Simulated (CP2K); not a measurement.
Consider acetylallene at its PBE geometry (Å).

```xyz
12

C     2.1520    0.7047   -0.4649
C     1.1653   -0.1455   -0.5665
C     0.1629   -0.9956   -0.6596
C    -1.1630   -0.8080   -0.0037
C    -1.3908    0.4337    0.8312
O    -2.0371   -1.6613   -0.1567
H     2.2704    1.5219   -1.1795
H     2.8920    0.6199    0.3335
H     0.2641   -1.9118   -1.2462
H    -2.4062    0.4165    1.2379
H    -0.6610    0.4871    1.6517
H    -1.2487    1.3384    0.2227
```

Method: CP2K XAS_TDP, all-electron GAPW, PBEh(45%), aug-cc-pVDZ, TDA, no relativity.

Q: Predict the bright core excitations at the C K edge.

Leading lines: C1 281.56 eV, C2 281.20 eV, C3 281.28 eV, C4 281.95 eV and C5 284.61 eV. The leading line of an atom is its first one with 35 % of the strongest within 2.5 eV of its lowest line over the strength cut. 

The first six lines of each atom with a strength over 0.0015:

| atom | energy (eV) | states | strength, one atom |
| --- | --- | --- | --- |
| C1 (bonded to C and 2 H) | 281.56 | 1 | 0.0479 |
|  | 284.52 | 1 | 0.0037 |
|  | 285.32 | 1 | 0.0169 |
|  | 285.81 | 1 | 0.0033 |
|  | 285.90 | 1 | 0.0049 |
|  | 286.78 | 1 | 0.0022 |
| C2 (bonded to 2 C) | 281.20 | 1 | 0.0571 |
|  | 281.86 | 1 | 0.0564 |
|  | 286.29 | 1 | 0.0019 |
|  | 288.15 | 1 | 0.0015 |
|  | 289.39 | 1 | 0.0015 |
|  | 289.63 | 1 | 0.0029 |
| C3 (bonded to 2 C and H) | 281.28 | 1 | 0.0310 |
|  | 283.43 | 1 | 0.0024 |
|  | 284.34 | 1 | 0.0221 |
|  | 284.90 | 1 | 0.0021 |
|  | 285.61 | 1 | 0.0081 |
|  | 285.90 | 1 | 0.0029 |
| C4 (bonded to 2 C and O) | 281.95 | 1 | 0.0644 |
|  | 286.48 | 1 | 0.0082 |
|  | 286.90 | 1 | 0.0103 |
|  | 288.36 | 1 | 0.0053 |
|  | 288.67 | 1 | 0.0030 |
|  | 289.13 | 1 | 0.0017 |
| C5 (bonded to C and 3 H) | 283.93 | 1 | 0.0049 |
|  | 284.32 | 1 | 0.0019 |
|  | 284.61 | 1 | 0.0190 |
|  | 284.87 | 1 | 0.0181 |
|  | 285.38 | 1 | 0.0070 |
|  | 285.62 | 1 | 0.0023 |

Lines are vertical, at one geometry, with no vibrational structure. Without a correction of the core level, line positions, and the gaps between valence and Rydberg lines, follow the share of exact exchange. At this level such K lines come out 3 to 6 eV under measured ones. These values hold no scalar relativity, about 0.1 eV for C 1s. Rydberg lines, and the discretised continuum above threshold, depend on the basis and the box.

[Banner, clock and machine lines of the logs are left out without a mark of their own.]

[Logs are printed without paths, hosts, clocks, repeated set-up lines and the standing remarks that a program may print on its own settings, such as how far it seeks lower states.]

[Hosts, paths, dates, database ids (printed as entryN), source tags and the programs' standing remarks are cut or masked in the printed files.]
